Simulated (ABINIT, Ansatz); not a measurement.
# SnGeTe3 (Pm-3m): zone-centre phonons, part 4 of 4

Which modes does SnGeTe3 (Pm-3m) have at the zone centre?

ABINIT 10.8.3; DFT LDA, scalar-relativistic, plane waves, HGH norm-conserving pseudopotentials.

So far. Step 4 (Zone-centre response): The acoustic modes at Γ come out as far as 1.8 cm⁻¹ from zero, where they should vanish, a small numerical error. The lowest optical mode is imaginary, 99i cm⁻¹, an instability at this level and on this k mesh. Step 5 (Modes with the sum rule): The rule moves no optical mode by more than 0.1 cm⁻¹. The relaxed cell has a = 5.336 Å (conventional setting).

The structure was built from a prototype and need not be the compound's stable phase.

**6. Sum rules set otherwise (asr 0)**

Without the rule the raw error of the acoustic modes shows.

Contents of anaddb.abi:

```
ddb_filepath "gamma_DDB"
output_file "anaddb.abo"
outdata_prefix "anaddb"
asr 0
chneut 0
enunit 2
eivec 1
nph1l 1
qph1l 0.0 0.0 0.0 1.0
```

Contents of mrgddb.in:

```
gamma_DDB
merged
2
dfpt_gammao_DDB
gso_DDB
```

Launch:

```
> mrgddb < mrgddb.in > mrgddb.log
> OMP_NUM_THREADS=1 anaddb anaddb.abi > anaddb.log
```

anaddb.abo, the main output file:

```text
-outvars_anaddb: echo values of input variables ----------------------

 Miscellaneous information :
      enunit         2
       eivec         1
      chneut         0
 First list of wavevector (reduced coord.) :
       nph1l         1
       qph1l
                     0.00000000E+00  0.00000000E+00  0.00000000E+00    1.000E+00

================================================================================

 read the DDB information and perform some checks

  ==== Info on the Cryst% object ====
 Real(R)+Recip(G) space primitive vectors, cartesian coordinates (Bohr,Bohr^-1):
 R(1)= 10.0837811  0.0000000  0.0000000  G(1)=  0.0991691  0.0000000  0.0000000
 R(2)=  0.0000000 10.0837811  0.0000000  G(2)=  0.0000000  0.0991691  0.0000000
 R(3)=  0.0000000  0.0000000 10.0837811  G(3)=  0.0000000  0.0000000  0.0991691
 Unit cell volume ucvol=  1.0253455E+03 bohr^3
 Angles (23,13,12)=  9.00000000E+01  9.00000000E+01  9.00000000E+01 degrees
 Time-reversal symmetry is present
 Reduced atomic positions [iatom, xred, symbol]:
    1)    0.0000000  0.0000000  0.0000000  Sn
    2)    0.5000000  0.5000000  0.5000000  Ge
    3)    0.5000000  0.5000000  0.0000000  Te
    4)    0.5000000  0.0000000  0.5000000  Te
    5)    0.0000000  0.5000000  0.5000000  Te

 DDB file with 3 blocks has been read.

================================================================================

 Treat the first list of vectors

  Phonon wavevector (reduced coordinates) :  0.00000  0.00000  0.00000
 Phonon energies in Hartree :
  -4.491631E-04 -4.491631E-04 -4.491631E-04 -2.913966E-04 -2.913966E-04
  -2.913966E-04 -2.706014E-04 -2.706014E-04 -2.706014E-04 -8.005425E-06
  -8.005425E-06 -8.005424E-06  6.600620E-04  6.600620E-04  6.600620E-04
 Phonon energies in meV     :
- -1.222235E+01 -1.222235E+01 -1.222235E+01 -7.929305E+00 -7.929305E+00
- -7.929305E+00 -7.363440E+00 -7.363440E+00 -7.363440E+00 -2.178387E-01
- -2.178387E-01 -2.178387E-01  1.796120E+01  1.796120E+01  1.796120E+01
 Phonon frequencies in cm-1    :
- -9.857990E+01 -9.857990E+01 -9.857990E+01 -6.395416E+01 -6.395416E+01
- -6.395416E+01 -5.939015E+01 -5.939015E+01 -5.939015E+01 -1.756988E+00
- -1.756988E+00 -1.756988E+00  1.448669E+02  1.448669E+02  1.448669E+02
 Phonon frequencies in Thz     :
- -2.955351E+00 -2.955351E+00 -2.955351E+00 -1.917297E+00 -1.917297E+00
- -1.917297E+00 -1.780472E+00 -1.780472E+00 -1.780472E+00 -5.267317E-02
- -5.267317E-02 -5.267316E-02  4.342999E+00  4.342999E+00  4.342999E+00
 Phonon energies in Kelvin  :
- -1.418345E+02 -1.418345E+02 -1.418345E+02 -9.201576E+01 -9.201576E+01
- -9.201576E+01 -8.544917E+01 -8.544917E+01 -8.544917E+01 -2.527913E+00
- -2.527913E+00 -2.527913E+00  2.084311E+02  2.084311E+02  2.084311E+02

 Eigendisplacements
 (will be given, for each mode : in cartesian coordinates
   for each atom the real part of the displacement vector,
   then the imaginary part of the displacement vector - absolute values smaller than 1.0d-7 are set to zero)
  Mode number    1   Energy   -4.491631E-04
 Attention : low frequency mode.
   (Could be unstable or acoustic mode)
-  1  0.00000000E+00  0.00000000E+00  1.35221389E-03
-     0.00000000E+00  0.00000000E+00  0.00000000E+00
-  2  0.00000000E+00  0.00000000E+00  1.11461050E-03
-     0.00000000E+00  0.00000000E+00  0.00000000E+00
-  3  0.00000000E+00  0.00000000E+00  4.95608746E-05
-     0.00000000E+00  0.00000000E+00  0.00000000E+00
-  4  0.00000000E+00  0.00000000E+00 -9.71780173E-04
-     0.00000000E+00  0.00000000E+00  0.00000000E+00
-  5  0.00000000E+00  0.00000000E+00 -9.71780173E-04
-     0.00000000E+00  0.00000000E+00  0.00000000E+00
  Mode number    2   Energy   -4.491631E-04
 Attention : low frequency mode.
   (Could be unstable or acoustic mode)
-  1  0.00000000E+00  1.35221389E-03  0.00000000E+00
-     0.00000000E+00  0.00000000E+00  0.00000000E+00
-  2  0.00000000E+00  1.11461050E-03  0.00000000E+00
-     0.00000000E+00  0.00000000E+00  0.00000000E+00
-  3  0.00000000E+00 -9.71780173E-04  0.00000000E+00
-     0.00000000E+00  0.00000000E+00  0.00000000E+00
-  4  0.00000000E+00  4.95608746E-05  0.00000000E+00
-     0.00000000E+00  0.00000000E+00  0.00000000E+00
-  5  0.00000000E+00 -9.71780173E-04  0.00000000E+00
-     0.00000000E+00  0.00000000E+00  0.00000000E+00
  Mode number    3   Energy   -4.491631E-04
 Attention : low frequency mode.
   (Could be unstable or acoustic mode)
-  1  1.35221389E-03  0.00000000E+00  0.00000000E+00
-     0.00000000E+00  0.00000000E+00  0.00000000E+00
-  2  1.11461050E-03  0.00000000E+00  0.00000000E+00
-     0.00000000E+00  0.00000000E+00  0.00000000E+00
-  3 -9.71780173E-04  0.00000000E+00  0.00000000E+00
-     0.00000000E+00  0.00000000E+00  0.00000000E+00
-  4 -9.71780173E-04  0.00000000E+00  0.00000000E+00
-     0.00000000E+00  0.00000000E+00  0.00000000E+00
-  5  4.95608746E-05  0.00000000E+00  0.00000000E+00
-     0.00000000E+00  0.00000000E+00  0.00000000E+00
  Mode number    4   Energy   -2.913966E-04
 Attention : low frequency mode.
   (Could be unstable or acoustic mode)
-  1  0.00000000E+00  0.00000000E+00  0.00000000E+00
-     0.00000000E+00  0.00000000E+00  0.00000000E+00
-  2  0.00000000E+00  0.00000000E+00  0.00000000E+00
-     0.00000000E+00  0.00000000E+00  0.00000000E+00
-  3  0.00000000E+00  0.00000000E+00  0.00000000E+00
-     0.00000000E+00  0.00000000E+00  0.00000000E+00
-  4  0.00000000E+00  0.00000000E+00 -1.46615408E-03
-     0.00000000E+00  0.00000000E+00  0.00000000E+00
-  5  0.00000000E+00  0.00000000E+00  1.46615408E-03
-     0.00000000E+00  0.00000000E+00  0.00000000E+00
  Mode number    5   Energy   -2.913966E-04
 Attention : low frequency mode.
   (Could be unstable or acoustic mode)
-  1  0.00000000E+00  0.00000000E+00  0.00000000E+00
-     0.00000000E+00  0.00000000E+00  0.00000000E+00
-  2  0.00000000E+00  0.00000000E+00  0.00000000E+00
-     0.00000000E+00  0.00000000E+00  0.00000000E+00
-  3  0.00000000E+00  1.46615408E-03  0.00000000E+00
-     0.00000000E+00  0.00000000E+00  0.00000000E+00
-  4  0.00000000E+00  0.00000000E+00  0.00000000E+00
-     0.00000000E+00  0.00000000E+00  0.00000000E+00
-  5  0.00000000E+00 -1.46615408E-03  0.00000000E+00
-     0.00000000E+00  0.00000000E+00  0.00000000E+00
  Mode number    6   Energy   -2.913966E-04
 Attention : low frequency mode.
   (Could be unstable or acoustic mode)
-  1  0.00000000E+00  0.00000000E+00  0.00000000E+00
-     0.00000000E+00  0.00000000E+00  0.00000000E+00
-  2  0.00000000E+00  0.00000000E+00  0.00000000E+00
-     0.00000000E+00  0.00000000E+00  0.00000000E+00
-  3  1.46615408E-03  0.00000000E+00  0.00000000E+00
-     0.00000000E+00  0.00000000E+00  0.00000000E+00
-  4 -1.46615408E-03  0.00000000E+00  0.00000000E+00
-     0.00000000E+00  0.00000000E+00  0.00000000E+00
-  5  0.00000000E+00  0.00000000E+00  0.00000000E+00
-     0.00000000E+00  0.00000000E+00  0.00000000E+00
  Mode number    7   Energy   -2.706014E-04
 Attention : low frequency mode.
   (Could be unstable or acoustic mode)
-  1  0.00000000E+00  0.00000000E+00 -1.35505334E-03
-     0.00000000E+00  0.00000000E+00  0.00000000E+00
-  2  0.00000000E+00  0.00000000E+00  1.84174633E-03
-     0.00000000E+00  0.00000000E+00  0.00000000E+00
-  3  0.00000000E+00  0.00000000E+00  7.26727170E-04
-     0.00000000E+00  0.00000000E+00  0.00000000E+00
-  4  0.00000000E+00  0.00000000E+00 -2.57514541E-04
-     0.00000000E+00  0.00000000E+00  0.00000000E+00
-  5  0.00000000E+00  0.00000000E+00 -2.57514541E-04
-     0.00000000E+00  0.00000000E+00  0.00000000E+00
  Mode number    8   Energy   -2.706014E-04
 Attention : low frequency mode.
   (Could be unstable or acoustic mode)
-  1  0.00000000E+00  1.35505334E-03  0.00000000E+00
-     0.00000000E+00  0.00000000E+00  0.00000000E+00
-  2  0.00000000E+00 -1.84174633E-03  0.00000000E+00
-     0.00000000E+00  0.00000000E+00  0.00000000E+00
-  3  0.00000000E+00  2.57514541E-04  0.00000000E+00
-     0.00000000E+00  0.00000000E+00  0.00000000E+00
-  4  0.00000000E+00 -7.26727170E-04  0.00000000E+00
-     0.00000000E+00  0.00000000E+00  0.00000000E+00
-  5  0.00000000E+00  2.57514541E-04  0.00000000E+00
-     0.00000000E+00  0.00000000E+00  0.00000000E+00
  Mode number    9   Energy   -2.706014E-04
 Attention : low frequency mode.
   (Could be unstable or acoustic mode)
-  1  1.35505334E-03  0.00000000E+00  0.00000000E+00
-     0.00000000E+00  0.00000000E+00  0.00000000E+00
-  2 -1.84174633E-03  0.00000000E+00  0.00000000E+00
-     0.00000000E+00  0.00000000E+00  0.00000000E+00
-  3  2.57514541E-04  0.00000000E+00  0.00000000E+00
-     0.00000000E+00  0.00000000E+00  0.00000000E+00
-  4  2.57514541E-04  0.00000000E+00  0.00000000E+00
-     0.00000000E+00  0.00000000E+00  0.00000000E+00
-  5 -7.26727170E-04  0.00000000E+00  0.00000000E+00
-     0.00000000E+00  0.00000000E+00  0.00000000E+00
  Mode number   10   Energy   -8.005425E-06
 Attention : low frequency mode.
   (Could be unstable or acoustic mode)
-  1  0.00000000E+00  0.00000000E+00 -9.77759614E-04
-     0.00000000E+00  0.00000000E+00  0.00000000E+00
-  2  0.00000000E+00  0.00000000E+00 -9.78560853E-04
-     0.00000000E+00  0.00000000E+00  0.00000000E+00
-  3  0.00000000E+00  0.00000000E+00 -9.77393325E-04
-     0.00000000E+00  0.00000000E+00  0.00000000E+00
-  4  0.00000000E+00  0.00000000E+00 -9.77139831E-04
-     0.00000000E+00  0.00000000E+00  0.00000000E+00
-  5  0.00000000E+00  0.00000000E+00 -9.77139831E-04
-     0.00000000E+00  0.00000000E+00  0.00000000E+00
  Mode number   11   Energy   -8.005425E-06
 Attention : low frequency mode.
   (Could be unstable or acoustic mode)
-  1  0.00000000E+00 -9.77759614E-04  0.00000000E+00
-     0.00000000E+00  0.00000000E+00  0.00000000E+00
-  2  0.00000000E+00 -9.78560853E-04  0.00000000E+00
-     0.00000000E+00  0.00000000E+00  0.00000000E+00
-  3  0.00000000E+00 -9.77139831E-04  0.00000000E+00
-     0.00000000E+00  0.00000000E+00  0.00000000E+00
-  4  0.00000000E+00 -9.77393325E-04  0.00000000E+00
-     0.00000000E+00  0.00000000E+00  0.00000000E+00
-  5  0.00000000E+00 -9.77139831E-04  0.00000000E+00
-     0.00000000E+00  0.00000000E+00  0.00000000E+00
  Mode number   12   Energy   -8.005424E-06
 Attention : low frequency mode.
   (Could be unstable or acoustic mode)
-  1  9.77759614E-04  0.00000000E+00  0.00000000E+00
-     0.00000000E+00  0.00000000E+00  0.00000000E+00
-  2  9.78560853E-04  0.00000000E+00  0.00000000E+00
-     0.00000000E+00  0.00000000E+00  0.00000000E+00
-  3  9.77139831E-04  0.00000000E+00  0.00000000E+00
-     0.00000000E+00  0.00000000E+00  0.00000000E+00
-  4  9.77139831E-04  0.00000000E+00  0.00000000E+00
-     0.00000000E+00  0.00000000E+00  0.00000000E+00
-  5  9.77393325E-04  0.00000000E+00  0.00000000E+00
-     0.00000000E+00  0.00000000E+00  0.00000000E+00
  Mode number   13   Energy    6.600620E-04
-  1  0.00000000E+00  0.00000000E+00  2.26069204E-05
-     0.00000000E+00  0.00000000E+00  0.00000000E+00
-  2  0.00000000E+00  0.00000000E+00  1.40113847E-03
-     0.00000000E+00  0.00000000E+00  0.00000000E+00
-  3  0.00000000E+00  0.00000000E+00 -1.67729819E-03
-     0.00000000E+00  0.00000000E+00  0.00000000E+00
-  4  0.00000000E+00  0.00000000E+00  4.29109662E-04
-     0.00000000E+00  0.00000000E+00  0.00000000E+00
-  5  0.00000000E+00  0.00000000E+00  4.29109662E-04
-     0.00000000E+00  0.00000000E+00  0.00000000E+00
  Mode number   14   Energy    6.600620E-04
-  1  0.00000000E+00 -2.26069204E-05  0.00000000E+00
-     0.00000000E+00  0.00000000E+00  0.00000000E+00
-  2  0.00000000E+00 -1.40113847E-03  0.00000000E+00
-     0.00000000E+00  0.00000000E+00  0.00000000E+00
-  3  0.00000000E+00 -4.29109662E-04  0.00000000E+00
-     0.00000000E+00  0.00000000E+00  0.00000000E+00
-  4  0.00000000E+00  1.67729819E-03  0.00000000E+00
-     0.00000000E+00  0.00000000E+00  0.00000000E+00
-  5  0.00000000E+00 -4.29109662E-04  0.00000000E+00
-     0.00000000E+00  0.00000000E+00  0.00000000E+00
  Mode number   15   Energy    6.600620E-04
-  1  2.26069204E-05  0.00000000E+00  0.00000000E+00
-     0.00000000E+00  0.00000000E+00  0.00000000E+00
-  2  1.40113847E-03  0.00000000E+00  0.00000000E+00
-     0.00000000E+00  0.00000000E+00  0.00000000E+00
-  3  4.29109662E-04  0.00000000E+00  0.00000000E+00
-     0.00000000E+00  0.00000000E+00  0.00000000E+00
-  4  4.29109662E-04  0.00000000E+00  0.00000000E+00
-     0.00000000E+00  0.00000000E+00  0.00000000E+00
-  5 -1.67729819E-03  0.00000000E+00  0.00000000E+00
-     0.00000000E+00  0.00000000E+00  0.00000000E+00

 Analysis of degeneracies and characters (maximum tolerance=1.00E-06 a.u.)
 For each vibration mode, or group of modes if degenerate,
 the characters are given for each symmetry operation (see the list in the log file).
 Symmetry characters of vibration mode #   1
       degenerate with vibration modes #   2 to    3
  3.0 -3.0 -1.0  1.0 -1.0  1.0 -1.0  1.0  1.0 -1.0 -1.0  1.0  1.0 -1.0 -1.0  1.0
 -0.0  0.0 -0.0  0.0  0.0 -0.0  0.0 -0.0  1.0 -1.0 -1.0  1.0 -1.0  1.0  1.0 -1.0
 -0.0  0.0  0.0 -0.0  0.0 -0.0 -0.0  0.0  1.0 -1.0  1.0 -1.0 -1.0  1.0 -1.0  1.0
 Symmetry characters of vibration mode #   4
       degenerate with vibration modes #   5 to    6
  3.0 -3.0 -1.0  1.0 -1.0  1.0 -1.0  1.0 -1.0  1.0  1.0 -1.0 -1.0  1.0  1.0 -1.0
 -0.0  0.0 -0.0  0.0  0.0 -0.0  0.0 -0.0 -1.0  1.0  1.0 -1.0  1.0 -1.0 -1.0  1.0
 -0.0  0.0  0.0 -0.0  0.0 -0.0 -0.0  0.0 -1.0  1.0 -1.0  1.0  1.0 -1.0  1.0 -1.0
 Symmetry characters of vibration mode #   7
       degenerate with vibration modes #   8 to    9
  3.0 -3.0 -1.0  1.0 -1.0  1.0 -1.0  1.0  1.0 -1.0 -1.0  1.0  1.0 -1.0 -1.0  1.0
  0.0 -0.0  0.0 -0.0 -0.0  0.0 -0.0  0.0  1.0 -1.0 -1.0  1.0 -1.0  1.0  1.0 -1.0
  0.0 -0.0 -0.0  0.0 -0.0  0.0  0.0 -0.0  1.0 -1.0  1.0 -1.0 -1.0  1.0 -1.0  1.0
 Symmetry characters of vibration mode #  10
       degenerate with vibration modes #  11 to   12
  3.0 -3.0 -1.0  1.0 -1.0  1.0 -1.0  1.0  1.0 -1.0 -1.0  1.0  1.0 -1.0 -1.0  1.0
 -0.0  0.0 -0.0  0.0  0.0 -0.0  0.0 -0.0  1.0 -1.0 -1.0  1.0 -1.0  1.0  1.0 -1.0
 -0.0  0.0  0.0 -0.0  0.0 -0.0 -0.0  0.0  1.0 -1.0  1.0 -1.0 -1.0  1.0 -1.0  1.0
 Symmetry characters of vibration mode #  13
       degenerate with vibration modes #  14 to   15
  3.0 -3.0 -1.0  1.0 -1.0  1.0 -1.0  1.0  1.0 -1.0 -1.0  1.0  1.0 -1.0 -1.0  1.0
  0.0 -0.0  0.0 -0.0 -0.0  0.0 -0.0  0.0  1.0 -1.0 -1.0  1.0 -1.0  1.0  1.0 -1.0
  0.0 -0.0 -0.0  0.0 -0.0  0.0  0.0 -0.0  1.0 -1.0  1.0 -1.0 -1.0  1.0 -1.0  1.0
-
```

The job ended after 0.47 s (1 thread of Arm Neoverse V2, shared host).

Read from the output:

```
lowest optical zone-centre mode : -98.58 cm⁻¹
```

Zone-centre frequencies as printed; negative means imaginary. Modes:

```tsv
mode	frequency (cm⁻¹)
1	-98.58
2	-98.58
3	-98.58
4	-63.95
5	-63.95
6	-63.95
7	-59.39
8	-59.39
9	-59.39
10	-1.76
11	-1.76
12	-1.76
13	144.9
14	144.9
15	144.9
```

**7. Results**

| Property | Result |
| --- | --- |
| space group after relaxation | Pm-3m |
| volume per atom | 30.4 Å³ |
| highest optical zone-centre mode (no LO-TO term) | 144.9 cm⁻¹ |
| lowest optical zone-centre mode | -98.6 cm⁻¹ |
| imaginary optical modes at the zone centre (no q mesh in this session) | yes |

**Reading.** At the LDA level the optical modes of SnGeTe3 (Pm-3m) at the zone centre run from 99i to 145 cm⁻¹, so the structure is a saddle point, with 9 modes beyond 10i cm⁻¹ there. These are harmonic frequencies: anharmonic shifts and widths and the lattice's thermal expansion are left out. The Fermi-Dirac smearing of 0.01 Ha is an electronic temperature of 3158 K, which adds a pressure of its own and can shift the volume and soft modes. Spin-orbit coupling is left out, which can matter for the heavy elements here. The HGH files keep few electrons and have no core correction, which is cheap but rough for Ge and Sn. In a metal the frequencies hang on the k mesh and the smearing, most of all near Kohn anomalies. The structure is a hypothetical one, built on a prototype.

[Host names and launcher messages were left out of these logs when they were recorded.]

[Logs are printed without paths, hosts, clocks, repeated set-up lines and the standing remarks that a program may print on its own settings, such as how far it seeks lower states.]

[Hosts, paths, dates, database ids (printed as entryN), source tags and the programs' standing remarks are cut or masked in the printed files.]
